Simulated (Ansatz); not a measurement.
# S on Hf(0001): change of the work function, part 4 of 5

Aim: the work function of Hf(0001) at several coverages of S (fcc site), and the dipole that each adsorbate carries.

Ansatz 0.2.0; plane-wave DFT, PBEsol, Ansatz PAW (the session's first sound run).

So far, work function, upper face (eV): step 2 (the clean slab) 4.38; step 3 (37 atoms, coverage 0.111 ML, cell 3x3) 4.46; step 4 (17 atoms, coverage 0.25 ML, cell 2x2) 4.60.

## Step 5: Adsorbate added, k-mesh 6×6×1, coverage 0.5 ML

System of this step: S/Hf(0001). The cell holds 18 atoms: 16 Hf and 2 S. Cell: a = 6.400 Å, b = 6.400 Å, c = 27.723 Å, α = 90.0°, β = 90.0°, γ = 60.0°. Vacuum lies along c.

Another coverage, to see how the dipoles act on each other as their distance changes.

input.yaml reads:

```yaml
crystal:
  lattice:
    - [6.4, 0.0, 0.0]
    - [3.2, 5.5425625842, 0.0]
    - [0.0, 0.0, 27.7227404283]
  atoms:
    - { symbol: Hf, position: [0.3333333333, 0.3333333333, 0.3246432301] }
    - { symbol: Hf, position: [0.0, 0.0, 0.415947335] }
    - { symbol: Hf, position: [0.3333333333, 0.3333333333, 0.5089135937] }
    - { symbol: Hf, position: [0.0, 0.0, 0.592862125] }
    - { symbol: Hf, position: [0.3333333333, 0.8333333333, 0.3246432301] }
    - { symbol: Hf, position: [0.0, 0.5, 0.415947335] }
    - { symbol: Hf, position: [0.3333333333, 0.8333333333, 0.5089135937] }
    - { symbol: Hf, position: [0.0, 0.5, 0.592862125] }
    - { symbol: Hf, position: [0.8333333333, 0.3333333333, 0.3246432301] }
    - { symbol: Hf, position: [0.5, 0.0, 0.415947335] }
    - { symbol: Hf, position: [0.8333333333, 0.3333333333, 0.5089135937] }
    - { symbol: Hf, position: [0.5, 0.0, 0.592862125] }
    - { symbol: Hf, position: [0.8333333333, 0.8333333333, 0.3246432301] }
    - { symbol: Hf, position: [0.5, 0.5, 0.415947335] }
    - { symbol: Hf, position: [0.8333333333, 0.8333333333, 0.5089135937] }
    - { symbol: Hf, position: [0.5, 0.5, 0.592862125] }
    - { symbol: S, position: [0.1666666667, 0.1666666667, 0.6753567699] }
    - { symbol: S, position: [0.6666666667, 0.1666666667, 0.6753567699] }
kpoints:
  mp_grid: { grid: [6, 6, 1] }
hamiltonian:
  xc: pbesol
scf:
  occupations: { method: fermi_dirac, width: 0.1 }
  convergence: { dr2_threshold: 1.0e-08 }
efield:
  axis: 3
  dipole_correction: true
  ramp_position: 0.97
  ramp_width: 0.06
relax:
  f_tol: 0.02
  max_steps: 60
  constraints: [{ sites: [0, 1, 4, 5, 8, 9, 12, 13] }]
output:
  bader: true
  dos: { projected: true, e_range: [-8, 4] }
  write_potential: true
  write_density: true
  volumetric_format: npy
```

Launch:

```sh
> ansatz run input.yaml --threads 4 --pin off --max-ram 12288MiB --backend cpu --events-out ev --progress --plain --runs-dir out
```

Numbers of over 12 decimals in the logs are rounded to 6 here.

The log of the run:

```text
[...]
Crystal: 18 atoms, lattice volume = 983.392 Å³
Basis set: ecut = 420 eV, 19269 PW (Γ), exchange–correlation on 90×90×384 points (8 copies of the dense FFT grid, shifted against one another)
Bands: 257, of which v1, the nominal top of the filled ones, is band 214 counted from 1 (213 counted from 0)
Symmetry: 4 space group operations
[...]
2     Hf     -0.0115     0.0000
     3     Hf      0.7805     0.0002
     4     Hf     -0.0564     0.0000
     5     Hf      0.0550     0.0000
     6     Hf      0.0071     0.0000
     7     Hf      0.2952     0.0000
[...]
14     Hf      0.0071     0.0000
    15     Hf      0.2952     0.0000
    16      S     -1.0604     0.0002
    17      S     -1.0604     0.0002
  estimated error of the sums over rays = 7.1e-4 e
[key lines of the parts left out:]
SCF converged after 8 iterations
Free energy (F): -251336.347006 eV
Fermi energy:    4.590220 eV
Dipole field:    D = -0.025741 V/Å  (p = -0.139891 e·Å, saw-weighted, corrected)
Work function:   Φ+ = 5.1598 eV   Φ− = 4.4462 eV
```

The job ended after 15 min (4 threads of Arm Neoverse V2, shared host; peak memory 6.4 GiB; 57 min of CPU time).

Relaxation path:

```
step  energy less that of the first step (eV)  largest force component (eV/Å)
   1                                   0.0000                          3.2721
   2                                  -1.9312                          2.7147
   3                                  -2.7666                          0.5502
   4                                  -2.8876                          0.7488
   5                                  -2.9492                          0.1691
   6                                  -2.9545                          0.0554
   7                                  -2.9554                          0.0178
```

Forces are held to the 4 operations that the run works with; a distortion that breaks them can't arise in this run.

The atoms that moved most (Å):

```csv
atom,dx,dy,dz,length
S18,0.000,0.152,-0.576,0.596
S17,0.000,0.152,-0.576,0.596
Hf4,0.000,-0.012,0.102,0.102
Hf12,0.000,-0.012,0.102,0.102
Hf16,0.000,0.055,0.002,0.055
Hf8,0.000,0.055,0.002,0.055
Hf7,0.000,0.033,-0.035,0.048
Hf15,0.000,0.033,-0.035,0.048
```

The relaxed structure:

```cif
data_structure
_symmetry_space_group_name_H-M 'P 1'
_symmetry_Int_Tables_number 1
_cell_length_a 6.4000
_cell_length_b 6.4000
_cell_length_c 27.7227
_cell_angle_alpha 90.000
_cell_angle_beta 90.000
_cell_angle_gamma 60.000
_cell_volume 983.39
loop_
_atom_site_label
_atom_site_type_symbol
_atom_site_fract_x
_atom_site_fract_y
_atom_site_fract_z
_atom_site_occupancy
Hf1 Hf 0.33333 0.33333 0.32464 1
Hf2 Hf 0.00000 0.00000 0.41595 1
Hf3 Hf 0.33337 0.33326 0.50803 1
Hf4 Hf 0.00107 0.99786 0.59653 1
Hf5 Hf 0.33333 0.83333 0.32464 1
Hf6 Hf 0.00000 0.50000 0.41595 1
Hf7 Hf 0.33037 0.83926 0.50764 1
Hf8 Hf 0.99503 0.50993 0.59293 1
Hf9 Hf 0.83333 0.33333 0.32464 1
Hf10 Hf 0.50000 0.00000 0.41595 1
Hf11 Hf 0.83337 0.33326 0.50803 1
Hf12 Hf 0.50107 0.99786 0.59653 1
Hf13 Hf 0.83333 0.83333 0.32464 1
Hf14 Hf 0.50000 0.50000 0.41595 1
Hf15 Hf 0.83037 0.83926 0.50764 1
Hf16 Hf 0.49503 0.50993 0.59293 1
S17 S 0.15292 0.19416 0.65458 1
S18 S 0.65292 0.19416 0.65458 1
```

The density of states has structure finer than the step of the table below, so its rows give means over 0.25 eV, whole bins alone (the curve runs from -8 to 1.98 eV). Peaks (eV: height): -0.870: 45.0, -0.810: 41.6, -0.750: 36.6, -0.540: 39.9, 1.200: 39.8, 1.650: 51.6, 1.950: 36.4.

Density of states against energy, zero at the Fermi level; means over each step:

```csv
energy (eV),density of states (states/eV a cell)
-7.00,0
-6.75,0.648
-6.50,0.994
-6.25,1.15
-6.00,1.14
-5.75,1.70
-5.50,3.22
-5.25,2.62
-5.00,4.01
-4.75,6.60
-4.50,5.39
-4.25,8.63
-4.00,4.83
-3.75,15.3
-3.50,11.9
-3.25,14.2
-3.00,12.4
-2.75,10.6
-2.50,13.3
-2.25,13.3
-2.00,12.3
-1.75,15.5
-1.50,17.7
-1.25,20.1
-1.00,17.5
-0.75,24.8
-0.50,23.2
-0.25,16.8
0.00,21.7
0.25,22.0
0.50,20.9
0.75,22.6
1.00,21.7
1.25,27.0
1.50,19.1
1.75,24.0
```

The relaxation took 7 steps and lowered the energy by 3.0 eV; the largest force on the free atoms ends at 0.018 eV/Å.

The covered face has 5.16 eV, +0.78 eV against the clean one; the bare back face has moved by -0.01 eV, a measure of how thin the slab is.

## Step 6: Adsorbate added, k-mesh 11×11×1, coverage 1 ML

System of this step: S/Hf(0001). The cell holds 5 atoms: 4 Hf and 1 S. Cell: a = 3.200 Å, b = 3.200 Å, c = 27.723 Å, α = 90.0°, β = 90.0°, γ = 60.0°. Vacuum lies along c.

Another coverage, to see how the dipoles act on each other as their distance changes.

input.yaml, the sections that differ from step 5:

```yaml
crystal:
  lattice:
    - [3.2, 0.0, 0.0]
    - [1.6, 2.7712812921, 0.0]
    - [0.0, 0.0, 27.7227404283]
  atoms:
    - { symbol: Hf, position: [0.6666666667, 0.6666666667, 0.3246432301] }
    - { symbol: Hf, position: [0.0, 0.0, 0.415947335] }
    - { symbol: Hf, position: [0.6666666667, 0.6666666667, 0.5089135937] }
    - { symbol: Hf, position: [0.0, 0.0, 0.592862125] }
    - { symbol: S, position: [0.3333333333, 0.3333333333, 0.6753567699] }
kpoints:
  mp_grid: { grid: [11, 11, 1] }
relax:
  f_tol: 0.02
  max_steps: 60
  constraints: [{ sites: [0, 1] }]
output:
  bader: true
  write_potential: true
  write_density: true
  volumetric_format: npy
# hamiltonian, scf, efield: as in step 5
```

The log of the run:

```text
[...]
Crystal: 5 atoms, lattice volume = 245.848 Å³
Basis set: ecut = 420 eV, 4881 PW (Γ), exchange–correlation on 48×48×384 points (8 copies of the dense FFT grid, shifted against one another)
Bands: 66, of which v1, the nominal top of the filled ones, is band 55 counted from 1 (54 counted from 0)
Symmetry: 6 space group operations
[...]
- { symbol: Hf, position: [0.666667, 0.666667, 0.506431] }
[...]
- { symbol: S, position: [0.333333, 0.333333, 0.654969] }
--- Bader charges: 5 sites ---
  site symbol  charge [e]  shift [e]
     0     Hf     -0.0608     0.0000
     1     Hf      0.0682     0.0000
     2     Hf     -0.1889     0.0000
     3     Hf      1.0882     0.0001
     4      S     -0.9067     0.0001
  estimated error of the sums over rays = 5.0e-4 e
[key lines of the parts left out:]
SCF converged after 6 iterations
Free energy (F): -63277.607480 eV
Fermi energy:    4.724542 eV
Dipole field:    D = -0.049174 V/Å  (p = -0.066810 e·Å, saw-weighted, corrected)
Work function:   Φ+ = 5.8025 eV   Φ− = 4.4393 eV
```

It took 39 s on 4 threads; peak memory 0.75 GiB; 2.5 min of CPU time.

The steps of the relaxation:

```csv
step,energy less that of the first step (eV),largest force component (eV/Å)
1,0.0000,3.2777
2,-0.9062,2.0126
3,-1.3085,0.2409
4,-1.3395,0.0943
5,-1.3400,0.0432
6,-1.3401,0.0014
```

Forces are held to the 6 operations that the run works with; a distortion that breaks them can't arise in this run.

The atoms that moved most (Å):

```
atom     dx     dy      dz  length
  S5  0.000  0.000  -0.565   0.565
 Hf4  0.000  0.000   0.113   0.113
 Hf3  0.000  0.000  -0.069   0.069
```

Final coordinates:

```xyz
5
Lattice="3.2000 0.0000 0.0000 1.6000 2.7713 0.0000 0.0000 0.0000 27.7227" Properties=species:S:1:pos:R:3
Hf    3.2000    1.8475    9.0000
Hf    0.0000    0.0000   11.5312
Hf    3.2000    1.8475   14.0396
Hf    0.0000    0.0000   16.5487
S     1.6000    0.9238   18.1575
```

Running mean over 2.5312 Å of the planar mean; the ramp of the sawtooth is left out. The electron's electrostatic potential energy less the Fermi level by z:

```csv
z (Å),electron's electrostatic potential energy less the Fermi level (eV)
3.5,4.44
4.0,4.44
4.5,4.43
5.0,4.41
5.5,4.36
6.0,4.19
6.5,3.71
7.0,2.38
7.5,-0.482
8.0,-3.95
8.5,-6.51
9.0,-7.30
9.5,-7.28
10.0,-7.17
10.5,-7.11
11.0,-7.12
11.5,-7.18
12.0,-7.27
12.5,-7.34
13.0,-7.30
13.5,-7.17
14.0,-7.05
14.5,-7.03
15.0,-7.07
15.5,-7.08
16.0,-7.12
16.5,-7.88
17.0,-9.05
17.5,-8.38
18.0,-5.41
18.5,-2.32
19.0,0.0533
19.5,2.65
20.0,4.80
20.5,5.61
21.0,5.76
21.5,5.79
22.0,5.80
22.5,5.80
23.0,5.80
23.5,5.80
24.0,5.80
24.5,5.80
```

The relaxation took 6 steps and lowered the energy by 1.3 eV; the largest force on the free atoms ends at 0.0014 eV/Å.

The covered face has 5.80 eV, +1.42 eV against the clean one; the bare back face has moved by -0.01 eV, a measure of how thin the slab is.

## Step 7: Work function against coverage

This step: plane-wave DFT, PBEsol, Ansatz PAW; work function against coverage (Ansatz 0.2.0).

The runs are now put side by side.

Numbers from this step:

| Quantity | Value |
| --- | --- |
| work function of the clean face | 4.380 eV |
| largest change of the work function | 1.423 eV |

Table of work function of the covered face by coverage:

```
coverage (adsorbates/nm²)  work function of the covered face (eV)
                     0.00                                    4.38
                     1.25                                    4.46
                     2.82                                    4.60
                     5.64                                    5.16
                    11.28                                    5.80
```

The dipole per adsorbate comes from the change of the cell's dipole. Coverage, by row:

```
coverage (1/nm²)  coverage (ML)  work function (eV)  change (eV)  dipole per adsorbate, positive end outwards (debye)  mean height of the added atoms over the highest substrate atom (Å)
           1.253         0.1111               4.461      0.08127                                               -0.183                                                               1.617
           2.819           0.25               4.603        0.223                                               -0.218                                                               1.638
           5.638            0.5                5.16       0.7799                                                -0.37                                                               1.609
           11.28              1               5.803        1.423                                               -0.338                                                               1.609
```

## Step 8: The 0.25 ML cell at another level of theory, functional LDA

This step: plane-wave DFT, LDA, Ansatz PAW (Ansatz 0.2.0).

System of this step: S/Hf(0001). The cell holds 17 atoms: 16 Hf and 1 S. Cell: a = 6.400 Å, b = 6.400 Å, c = 27.723 Å, α = 90.0°, β = 90.0°, γ = 60.0°. Vacuum lies along c.

The geometry is kept and the functional is LDA.

input.yaml reads:

```yaml
crystal:
  lattice:
    - [6.4, 0.0, 0.0]
    - [3.2, 5.5425625842, 0.0]
    - [0.0, 0.0, 27.7227404283]
  atoms:
    - { symbol: Hf, position: [0.3333333333, 0.3333333333, 0.3246432301] }
    - { symbol: Hf, position: [0.0, 0.0, 0.415947335] }
    - { symbol: Hf, position: [0.3316726792, 0.3316726792, 0.5088293713] }
    - { symbol: Hf, position: [-0.0053002053, -0.0053002053, 0.5942710663] }
    - { symbol: Hf, position: [0.3333333333, 0.8333333333, 0.3246432301] }
    - { symbol: Hf, position: [0.0, 0.5, 0.415947335] }
    - { symbol: Hf, position: [0.3316726792, 0.8366546416, 0.5088293713] }
    - { symbol: Hf, position: [-0.0053002053, 0.5106004105, 0.5942710663] }
    - { symbol: Hf, position: [0.8333333333, 0.3333333333, 0.3246432301] }
    - { symbol: Hf, position: [0.5, 0.0, 0.415947335] }
    - { symbol: Hf, position: [0.8366546416, 0.3316726792, 0.5088293713] }
    - { symbol: Hf, position: [0.5106004105, -0.0053002053, 0.5942710663] }
    - { symbol: Hf, position: [0.8333333333, 0.8333333333, 0.3246432301] }
    - { symbol: Hf, position: [0.5, 0.5, 0.415947335] }
    - { symbol: Hf, position: [0.8333333333, 0.8333333333, 0.5069992005] }
    - { symbol: Hf, position: [0.5, 0.5, 0.59175501] }
    - { symbol: S, position: [0.1666666667, 0.1666666667, 0.6533552592] }
kpoints:
  mp_grid: { grid: [6, 6, 1] }
hamiltonian:
  xc: lda
scf:
  occupations: { method: fermi_dirac, width: 0.1 }
  convergence: { dr2_threshold: 1.0e-08 }
efield:
  axis: 3
  dipole_correction: true
  ramp_position: 0.97
  ramp_width: 0.06
output:
  write_potential: true
  write_density: true
  volumetric_format: npy
```

The log of the run:

```text
[...]
Crystal: 17 atoms, lattice volume = 983.392 Å³
Basis set: ecut = 420 eV, 19269 PW (Γ)
Bands: 254, of which v1, the nominal top of the filled ones, is band 211 counted from 1 (210 counted from 0)
Symmetry: 6 space group operations
[...]
k-points: 7 of 36 (time reversal used)
[...]
SCF iter   1: F=—  HF=-248494.146152 eV  |F-HF|=—  |Δ(HF+E_count)|=         —  Δρ=8.53e-3  dr2=1.81e1  ethr=1.77e-3  p=-0.043 e·Å  D=-7.98e-3 V/Å  ΔV_dip=0.22 eV  dr2_dipole=2.65e0  V_vac-E_F(+/−)=5.09/4.87 eV  ⟨swp⟩=6.3  Hψ=6553  notcnv=0  defer=19
[...]
SCF iter  11: F=-248493.710740 eV  HF=-248493.710740 eV  |F-HF|=1.80e-9  |Δ(HF+E_count)|=   1.40e-8  Δρ=3.95e-7  dr2=3.39e-9  ethr=2.37e-12  p=-0.044 e·Å  D=-8.09e-3 V/Å  ΔV_dip=0.22 eV  dr2_dipole=4.04e-10  V_vac-E_F(+/−)=4.78/4.56 eV  ⟨swp⟩=15.1  Hψ=6944  notcnv=0
SCF 1 converged in 11 iterations: F = -248493.710740 eV  dr2 = 3.39e-9
[...]
SCF converged after 11 iterations
Free energy (F): -248493.710740 eV
[...]
Internal energy: -248492.971392 eV  (E = F + TS)
E sigma→0 (E₀):  -248493.341066 eV
Entropy (-TS):   -0.739348 eV (-43.491 meV/atom)
Fermi energy:    4.436227 eV
Dipole field:    D = -0.008101 V/Å  (p = -0.044028 e·Å, saw-weighted, corrected)
Work function:   Φ+ = 4.7801 eV   Φ− = 4.5555 eV
[...]
--- Band table (eV; the first three rows and the last of 7) ---
  k-point 0: bands = [... 207 lower, 4.5975, 4.6801, 4.7500, 4.9342, 4.9342, 5.1127, 5.2195, 5.4640, ... 39 higher]
  k-point 1: bands = [... 207 lower, 4.5520, 4.5905, 4.6707, 4.7921, 4.8070, 4.9539, 5.0262, 5.1673, ... 39 higher]
  k-point 2: bands = [... 207 lower, 4.3072, 4.3741, 4.4025, 4.4395, 4.5043, 4.5289, 4.6647, 4.7823, ... 39 higher]
  k-point 6: bands = [... 207 lower, 3.8286, 3.9107, 4.0230, 4.0417, 4.0575, 4.1036, 4.3633, 4.4395, ... 39 higher]
```

Run time: 77 s. Hardware: 4 threads; peak memory 5.1 GiB.

Numbers from this step:

* energy at zero smearing: -248493.3411 eV
* work function, upper face: 4.780 eV
* work function, lower face: 4.556 eV
* dipole along the normal: -0.04403 e·Å
* step between the vacuum levels: 0.2246 eV

The work function comes to 4.78 eV, +0.18 eV from the first level.

## Step 9: The 0.25 ML cell at another level of theory, functional PBE

This step: plane-wave DFT, PBE, Ansatz PAW (Ansatz 0.2.0).

The geometry is kept and the functional is PBE.

input.yaml: that of step 8 with these lines changed.

```diff
@@ -26,3 +26,3 @@
 hamiltonian:
-  xc: lda
+  xc: pbe
 scf:
```

The log of the run:

```text
[...]
Crystal: 17 atoms, lattice volume = 983.392 Å³
Basis set: ecut = 420 eV, 19269 PW (Γ)
Bands: 254, of which v1, the nominal top of the filled ones, is band 211 counted from 1 (210 counted from 0)
Symmetry: 6 space group operations
[...]
k-points: 7 of 36 (time reversal used)
[...]
SCF iter   1: F=—  HF=-252440.059229 eV  |F-HF|=—  |Δ(HF+E_count)|=         —  Δρ=7.35e-3  dr2=1.41e1  ethr=1.77e-3  p=-0.043 e·Å  D=-7.98e-3 V/Å  ΔV_dip=0.22 eV  dr2_dipole=2.01e0  V_vac-E_F(+/−)=4.73/4.51 eV  ⟨swp⟩=6.3  Hψ=6520  notcnv=0  defer=28
[...]
SCF iter  11: F=-252439.748450 eV  HF=-252439.748450 eV  |F-HF|=1.51e-9  |Δ(HF+E_count)|=   5.50e-9  Δρ=4.01e-7  dr2=3.36e-9  ethr=2.37e-12  p=-0.030 e·Å  D=-5.58e-3 V/Å  ΔV_dip=0.15 eV  dr2_dipole=1.07e-10  V_vac-E_F(+/−)=4.53/4.38 eV  ⟨swp⟩=15.6  Hψ=7300  notcnv=0
SCF 1 converged in 11 iterations: F = -252439.748450 eV  dr2 = 3.36e-9
[...]
SCF converged after 11 iterations
Free energy (F): -252439.748450 eV
[...]
Internal energy: -252439.017884 eV  (E = F + TS)
E sigma→0 (E₀):  -252439.383167 eV
Entropy (-TS):   -0.730566 eV (-42.974 meV/atom)
Fermi energy:    4.702662 eV
Dipole field:    D = -0.005583 V/Å  (p = -0.030344 e·Å, saw-weighted, corrected)
Work function:   Φ+ = 4.5298 eV   Φ− = 4.3750 eV
[...]
--- Band table (eV; the first three rows and the last of 7) ---
  k-point 0: bands = [... 207 lower, 4.8738, 4.9138, 5.0046, 5.1913, 5.1913, 5.3831, 5.4534, 5.7908, ... 39 higher]
  k-point 1: bands = [... 207 lower, 4.8282, 4.8623, 4.9329, 5.0617, 5.0753, 5.1940, 5.3254, 5.4576, ... 39 higher]
  k-point 2: bands = [... 207 lower, 4.5656, 4.6265, 4.6652, 4.6948, 4.7888, 4.8082, 4.9465, 5.0617, ... 39 higher]
  k-point 6: bands = [... 207 lower, 4.0921, 4.1775, 4.2957, 4.3168, 4.3346, 4.3667, 4.6233, 4.6858, ... 39 higher]
```

Elapsed: 77 s, on 4 threads; peak memory 5.1 GiB; 5.1 min of CPU time.

Numbers from this step:

* energy at zero smearing: -252439.3832 eV
* work function, upper face: 4.530 eV
* work function, lower face: 4.375 eV
* dipole along the normal: -0.03034 e·Å
* step between the vacuum levels: 0.1548 eV

The work function comes to 4.53 eV, -0.07 eV from the first level.

## Step 10: The 0.25 ML cell at another level of theory, functional RPBE

This step: plane-wave DFT, RPBE, Ansatz PAW (Ansatz 0.2.0).

The geometry is kept and the functional is RPBE.

input.yaml: that of step 9 with these lines changed.

```diff
@@ -26,3 +26,3 @@
 hamiltonian:
-  xc: pbe
+  xc: rpbe
 scf:
```

The log of the run:

```text
[...]
Crystal: 17 atoms, lattice volume = 983.392 Å³
Basis set: ecut = 420 eV, 19269 PW (Γ)
Bands: 254, of which v1, the nominal top of the filled ones, is band 211 counted from 1 (210 counted from 0)
Symmetry: 6 space group operations
[...]
k-points: 7 of 36 (time reversal used)
[...]
k-point 0: bands = [... 207 lower, 4.9892, 5.0169, 5.1116, 5.3024, 5.3024, 5.4934, 5.5641, 5.9230, ... 39 higher]
  k-point 1: bands = [... 207 lower, 4.9433, 4.9752, 5.0422, 5.1763, 5.1897, 5.2970, 5.4541, 5.5782, ... 39 higher]
  k-point 2: bands = [... 207 lower, 4.6747, 4.7328, 4.7750, 4.8045, 4.9063, 4.9258, 5.0647, 5.1783, ... 39 higher]
  k-point 6: bands = [... 207 lower, 4.2027, 4.2895, 4.4101, 4.4318, 4.4499, 4.4773, 4.7307, 4.7900, ... 39 higher]
[key lines of the parts left out:]
SCF converged after 11 iterations
Free energy (F): -252642.379038 eV
Fermi energy:    4.814787 eV
Dipole field:    D = -0.005140 V/Å  (p = -0.027935 e·Å, saw-weighted, corrected)
Work function:   Φ+ = 4.4109 eV   Φ− = 4.2684 eV
```

The job ended after 80 s (4 threads; peak memory 5.1 GiB; 5.3 min of CPU time).

The work function comes to 4.41 eV, -0.19 eV from the first level.

## Step 11: Comparing the runs

Times are for 4 threads of Arm Neoverse V2, shared host. Results by setting:

```
no.  functional  work function, upper face (eV)  dipole along the normal (e·Å)  time  memory (GiB)
  1         lda                           4.780                       -0.04403  77 s           5.1
  2         pbe                           4.530                       -0.03034  77 s           5.1
  3        rpbe                           4.411                       -0.02794  80 s           5.1
```

[end of part 4 of 5]

[Logs are printed without paths, hosts, clocks, repeated set-up lines and the standing remarks that a program may print on its own settings, such as how far it seeks lower states.]

[Hosts, paths, dates, database ids (printed as entryN), source tags and the programs' standing remarks are cut or masked in the printed files.]

[Maps of the electrostatic potential energy from Ansatz leave out the sawtooth potential of an applied field or a dipole correction, so their vacuum need not be flat; planar profiles and work functions include it.]

[The density of states shown here was stored with 400 of the rows of the run's finer table, so its peaks can read low, often by over a quarter, or be missed, and its means over a window can be off by a tenth or more.]
